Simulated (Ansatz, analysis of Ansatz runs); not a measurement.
# Moving an added hole between Mn sites in MnMoO4 (P2/c), part 2 of 2

Aim: the energy barrier that a trapped hole meets when it moves from one Mn atom to another one nearby in MnMoO4 (P2/c). The model is a cell of 48 host atoms.

Ansatz 0.2.0; plane-wave PAW DFT, PBEsol+U; relaxation of all atoms of a supercell at fixed charge in a uniform background; PAW set soft_1.

So far. Step 2 (The cell without the carrier): The largest displacement from an ideal site is 0.027 Å. Step 3 (The hole on the first site): The largest changes of the moments are -0.53 μB on Mn3, -0.06 μB on O46 and -0.06 μB on O43. The largest part sits on the chosen site.

## Step 4: The hole on the second site

The same start is made on the second site, to get the end of the hop.

Contents of B.relax/input.yaml:

```yaml
crystal:
  lattice:
    - [-4.8600301, 5.7764923, 4.93653856]
    - [4.77143516, -5.7764923, 4.95100476]
    - [4.8600301, 5.7764923, -4.93653856]
  atoms:
    - { symbol: Mn, position: [0.030387, 0.12532, 0.905622], spin: 5.0 }
    - { symbol: Mn, position: [0.030403, 0.625331, 0.405606], spin: 5.0 }
[... 16 atom lines left out ...]
    - { symbol: O, position: [0.523418, 0.080084, 0.155776] }
[... 2 atom lines left out ...]
    - { symbol: O, position: [0.335681, 0.668484, 0.942211] }
[... 12 atom lines left out ...]
    - { symbol: O, position: [0.761531, 0.074969, 0.436129] }
[... 4 atom lines left out ...]
    - { symbol: O, position: [0.608021, 0.67387, 0.175179] }
[... 3 atom lines left out ...]
    - { symbol: O, position: [0.727922, 0.911802, 0.056348] }
[... 1 atom line left out ...]
    - { symbol: O, position: [0.387788, 0.82488, 0.312349] }
[... 1 atom line left out ...]
    - { symbol: O, position: [0.887828, 0.824888, 0.812318] }
total_charge: 1
basis:
  ecutwfc: 420
  xc_grid: 2
hamiltonian:
  xc: pbesol
  hubbard:
    sites: [{ species: Mn, l: d, u_eff: 4.5 }]
    projectors: ortho-atomic
  pseudopotentials: { kind: paw, azcp: { folder: soft_1 }, xc_functional: pbe }
kpoints:
  mp_grid: { grid: [1, 1, 1] }
magnetization:
  spin_polarized: true
  initial_magnetization: -1
  spin_locking: { lock_magnetization: hard }
scf:
  occupations: { method: fermi_dirac, width: 0.01 }
  max_iter: 120
  lower_state_search: "off"
output:
  forces: true
relax:
  f_tol: 0.015
  max_steps: 70
  escape_saddle: false
checkpoint:
  write: "../B.relax.run"
  compress: false
  write_wavefunctions: true
  write_every: 100000
```

Launch:

```sh
$ ansatz run input.yaml --threads 32 --pin off --max-ram 84787MiB --backend cuda --events-out ev --progress --plain --runs-dir out --max-vram 78GiB
```

Numbers of over 12 decimals in the logs are rounded to 6 here.

The program printed:

```text
[...]
Crystal: 48 atoms, lattice volume = 550.112 Å³
Basis set: ecut = 420 eV, 10693 PW (Γ), exchange–correlation on 128×128×128 points (8 copies of the dense FFT grid, shifted against one another)
Bands: 260, of which v1, the nominal top of the filled ones, is band 212 counted from 1 (211 counted from 0)
Symmetry: 1 space group operations
[...]
k-points: 1
[...]
Starting moments: Σ|m| = 39 μB on 8 of 48 sites
[...]
SCF iter   1: F=—  HF=-88148.339536 eV  |Δ(HF+E_count)|=         —  Δρ=1.17e-1 (↑1.16e-1 ↓1.17e-1)  dr2=4.17e2  dr2_m=5.32e0  M=-1.000 μB ∫|m|=35.019 μB  Hψ=1628
[...]
SCF iter   2: F=—  HF=-88094.161215 eV  |Δ(HF+E_count)|=    5.42e1  Δρ=4.22e-2 (↑4.12e-2 ↓4.22e-2)  dr2=5.48e1  dr2_m=6.85e-1  M=-1.000 μB ∫|m|=38.084 μB  Hψ=1099
[...]
Internal energy: -88086.530024 eV  (E = F + TS)
E sigma→0 (E₀):  -88086.530024 eV
Fermi energy:    9.344825 (↑ 9.248324, ↓ 10.163183) eV
[...]
--- Forces (eV/Å), atoms counted from 1 ---
  atom   1  Mn     0.00000260    -0.00465570     0.00001290
  atom   2  Mn     0.00003736    -0.00077823     0.00000908
  atom   3  Mn     0.00000323    -0.00041396     0.00001681
  atom   4  Mn     0.00004340    -0.00310145     0.00001309
  [... 2 atoms left out ...]
  [... 42 more lines of this table ...]
  max |Σ_I F_I| component: 1.04e-4 eV/Å
--- Band table (eV) ---
[...]
Occupation matrices written to <dir>
--- Relaxed structure (8 steps of the walk, 8 accepted, 0 SCFs on fresh bases) ---
  F+E_penalty+E_count = -88086.53002414 eV   max|allowed force component| = 7.327e-3 eV/Å
  atoms:
    - { symbol: Mn, position: [0.033691, 0.125371, 0.908899] }
    - { symbol: Mn, position: [0.031038, 0.625368, 0.406245] }
    - { symbol: Mn, position: [0.528969, 0.125369, 0.404177] }
    - { symbol: Mn, position: [0.534317, 0.625370, 0.909523] }
    [... 2 atoms left out ...]
  [... 42 more lines of this table ...]
[key lines of the parts left out:]
SCF converged after 6 iterations
Magnetization: -1.0000 μB (211.0000 up, 212.0000 down)
Free energy (F): -88086.530024 eV
```

It took 5.4 s on 1 × NVIDIA GB200 with 32 threads of Arm Neoverse V2, shared host; peak memory 1.2 GiB; 25 s of CPU time.

Distances from Mn4 without and with the hole:

```tsv
atom	without (Å)	with (Å)
O44	2.14	1.97
O45	2.14	1.97
O20	2.10	2.06
O22	2.10	2.06
O36	2.30	2.24
O40	2.30	2.24
```

The largest changes of the moments are -0.53 μB on Mn4, -0.06 μB on O45 and -0.06 μB on O44. The largest part sits on the chosen site.

## Step 5: Points on the line between the two structures

All atoms move on the straight line between the two relaxed structures, 2.38 amu^1/2 Å long in mass-weighted terms. Each point starts from the state of the point before, once from either end, so that both localised states can be followed; the midpoint is also started with the carrier shared.

Contents of A.x0500/input.yaml:

```yaml
crystal:
  lattice:
    - [-4.8600301, 5.7764923, 4.93653856]
    - [4.77143516, -5.7764923, 4.95100476]
    - [4.8600301, 5.7764923, -4.93653856]
  atoms:
    - { symbol: Mn, position: [0.032363, 0.125369, 0.907573], spin: 5.0 }
    - { symbol: Mn, position: [0.032365, 0.62537, 0.407573], spin: 5.0 }
[... 16 atom lines left out ...]
    - { symbol: O, position: [0.523269, 0.079971, 0.158439] }
[... 2 atom lines left out ...]
    - { symbol: O, position: [0.32863, 0.670769, 0.94388] }
[... 12 atom lines left out ...]
    - { symbol: O, position: [0.759412, 0.073492, 0.436419] }
[... 4 atom lines left out ...]
    - { symbol: O, position: [0.613102, 0.677265, 0.186514] }
[... 3 atom lines left out ...]
    - { symbol: O, position: [0.727867, 0.915232, 0.054532] }
[... 1 atom line left out ...]
    - { symbol: O, position: [0.389455, 0.83551, 0.31321] }
[... 1 atom line left out ...]
    - { symbol: O, position: [0.886325, 0.821745, 0.810548] }
total_charge: 1
basis:
  ecutwfc: 420
  xc_grid: 2
hamiltonian:
  xc: pbesol
  hubbard:
    sites: [{ species: Mn, l: d, u_eff: 4.5 }]
    projectors: ortho-atomic
  pseudopotentials: { kind: paw, azcp: { folder: soft_1 }, xc_functional: pbe }
kpoints:
  mp_grid: { grid: [1, 1, 1] }
magnetization:
  spin_polarized: true
  initial_magnetization: -1
  spin_locking: { lock_magnetization: hard }
scf:
  occupations: { method: fermi_dirac, width: 0.01 }
  max_iter: 120
  lower_state_search: "off"
output:
  forces: true
  eigenvalues: true
  eigenstates: { localisation: true }
  write_density: true
  write_potential: true
  volumetric_format: npy
checkpoint:
  read: "../A.x0375.run"
  write: "../A.x0500.run"
  compress: false
  write_wavefunctions: true
  write_every: 100000
```

The program printed:

```text
[...]
Warning: at least one further symmetry operation maps every atom of the structure, as the run holds it, onto an atom to within 2.21e-5 (fractional), and is not used: no operation is sought that the atoms, as the run holds them, miss by more than 2.00e-5, [...]
Warning: checkpoint.read: the run can stay near the saved state's solution: 48 site(s) moved relative to the saved geometry (max |Δs| = 2.803e-3 fractional); [...]
[...]
device memory: the entry about to start is reckoned to put 5.2 GiB on a device that reports 168.6 GiB free (of which the cap on the GPU budget leaves the run 78.0 GiB)
GPU FFT provider: cuFFT
GPU libraries: cuBLAS 13.8.1, cuFFT 12.4.0, cuSOLVER 12.3.2
GPU matrix products: emulated (plane waves: as basis.precision tells), large ones in fixed point in workspaces of 1.00 GiB
Crystal: 48 atoms, lattice volume = 550.112 Å³
Basis set: ecut = 420 eV, 10693 PW (Γ), exchange–correlation on 128×128×128 points (8 copies of the dense FFT grid, shifted against one another)
Bands: 260, of which v1, the nominal top of the filled ones, is band 212 counted from 1 (211 counted from 0)
Symmetry: 1 space group operations
[...]
k-points: 1
[...]
Starting moments: Σ|m| = 39 μB on 8 of 48 sites; this step starts from the density that it was given
[...]
GPU buffer pool allocated for 262144 grid points (all kernels)
GPU transforms: local potential and band sums: pruned to the plane-wave sphere, on 64×60×64
[...]
iter 1 solved again at ethr=1.23e-4 eV; its pass at ethr=3.10e-3 eV (dr2=5.22e-1 eV) is discarded
[...]
SCF iter  14: F=-88086.453073 eV  HF=-88086.453073 eV  |Δ(HF+E_count)|=   3.86e-9  Δρ=5.36e-7 (↑5.36e-7 ↓1.77e-7)  dr2=3.60e-9  dr2_m=3.38e-10  M=-1.000 μB ∫|m|=39.105 μB  Hψ=2545
SCF 1 converged in 14 iterations: F = -88086.453073 eV  dr2 = 3.60e-9
[...]
SCF converged after 14 iterations
[...]
an eigenvalue changed by more than its tolerance at an iteration that met the thresholds in force, so the SCF went on 1 time: the last check found none over its tolerance
Magnetization: -1.0000 μB (211.0000 up, 212.0000 down)
Absolute magnetization: 39.1412 μB (∫|ρ↑−ρ↓|, with the PAW one-centre terms)
[...]
Per-site moments (μB) at R_I (Å): [(4.094533, 0.866604), (4.094523, 0.866603), (3.935398, 0.847185), [... 7 left out ...]
Free energy (F): -88086.453073 eV
[...]
Internal energy: -88086.453062 eV  (E = F + TS)
E sigma→0 (E₀):  -88086.453067 eV
Entropy (-TS):   -0.000011 eV (-0.000 meV/atom)
Fermi energy:    9.211676 (↑ 9.202163, ↓ 10.166848) eV
[...]
--- Forces (eV/Å), atoms counted from 1 ---
  atom   1  Mn    -0.00001443    -0.01255993     0.00008688
  atom   2  Mn     0.00001038    -0.01255851     0.00004264
  atom   3  Mn    -0.00002891    -0.02242631     0.00006912
  atom   4  Mn     0.00007645    -0.02233753    -0.00000092
  [... 2 atoms left out ...]
  [... 42 more lines of this table ...]
  max |Σ_I F_I| component: 1.27e-6 eV/Å
--- Band table (eV) ---
[...]
Occupation matrices written to <dir>
```

Run time: 2.4 s. Hardware: 1 × NVIDIA GB200 with 32 threads; peak memory 1.1 GiB.

From eigenstates.tsv, first k-point; energies on the run's zero. The participation number counts the atoms that a state is spread over, of 48; bands count from 0.

```tsv
spin	band	energy (eV)	occupation	participation	largest share on	share
down	206	8.492	1.00	21.0	Mn5	0.09
down	207	8.578	1.00	17.9	Mn5	0.10
down	208	8.634	1.00	27.3	Mn5	0.07
down	209	8.780	1.00	19.1	Mn5	0.10
down	210	8.880	1.00	25.4	Mn5	0.08
down	211	9.121	1.00	20.1	Mn5	0.09
down	212	11.214	0.00	21.4	Mo9	0.08
down	213	11.236	0.00	18.0	Mo15	0.11
down	214	11.543	0.00	18.2	Mo9	0.11
down	215	11.594	0.00	12.9	Mo11	0.13
down	216	11.598	0.00	21.6	Mo11	0.08
up	205	8.497	1.00	27.8	Mn1	0.09
up	206	8.530	1.00	17.9	Mn1	0.13
up	207	8.590	1.00	15.9	Mn1	0.14
up	208	8.656	1.00	25.7	Mn3	0.09
up	209	8.775	1.00	18.2	Mn1	0.12
up	210	9.103	1.00	15.4	Mn3	0.16
up	211	9.301	0.00	16.0	Mn3	0.14
up	212	11.244	0.00	17.4	Mo9	0.10
up	213	11.295	0.00	21.6	Mo15	0.08
up	214	11.587	0.00	22.0	Mo9	0.08
up	215	11.613	0.00	20.7	Mo15	0.11
```

Under PBEsol+U (4.5 eV) at the zone centre alone, the highest filled state is spin down, spread over 20 of 48 atoms, and the lowest empty one, 0.18 eV above it, is spin up, spread over 16 of 48 atoms.

Free energies from the first end:

```tsv
started from	fraction	energy (eV)	moment change on Mn3 (μB)	on Mn4 (μB)
first site	0	0.000	-0.53	0.01
first site	0.125	0.011	-0.46	-0.01
first site	0.25	0.038	-0.38	-0.04
first site	0.375	0.066	-0.29	-0.10
first site	0.5	0.077	-0.19	-0.19
first site	0.625	0.066	-0.10	-0.29
second site	0.875	0.011	-0.01	-0.46
second site	0.75	0.038	-0.04	-0.38
second site	0.625	0.066	-0.10	-0.29
second site	0.5	0.077	-0.19	-0.19
second site	0.375	0.066	-0.29	-0.10
shared	0.5	0.077	-0.19	-0.19
second site	1	0.000	0.01	-0.53
```

## Step 6: Outcome

```
distance of the two sites without the carrier : 4.82 Å
```

What this shows: The highest point of the line lies 0.08 eV above the first end, but there the hole is shared along a chain of sites and their images, so this is no barrier of a single pair, which may be higher, and the image-charge term need not cancel. The second site lies about half a repeat away: the first meets it and its image at 4.82 and 4.82 Å, so the cell models a chain, and nothing is concluded on the coupling of a single pair. A shorter hop, 3.29 Å to Mn6 (opposite spin), was not computed. No run compares the localised hole with one spread in the band, so its binding is unknown. The magnetic order was assumed and need not be the ground state. The total moment is locked, so a carrier of the other spin direction was not tried. The program's search for lower electronic states was switched off in all runs, so that each state is followed; none is shown to be the lowest at its structure. No image-charge correction is applied; it nearly cancels along the line while the charge stays localised. Limits: sampling at the zone centre alone can move energies of charged and open-shell states by tenths of an eV or more in cells of this size; the images are only 9.0 Å apart; gap and trapping depend on the U chosen (Mn d 4.5 eV).

[Logs are printed without paths, hosts, clocks, repeated set-up lines and the standing remarks that a program may print on its own settings, such as how far it seeks lower states.]

[Hosts, paths, dates, database ids (printed as entryN), source tags and the programs' standing remarks are cut or masked in the printed files.]
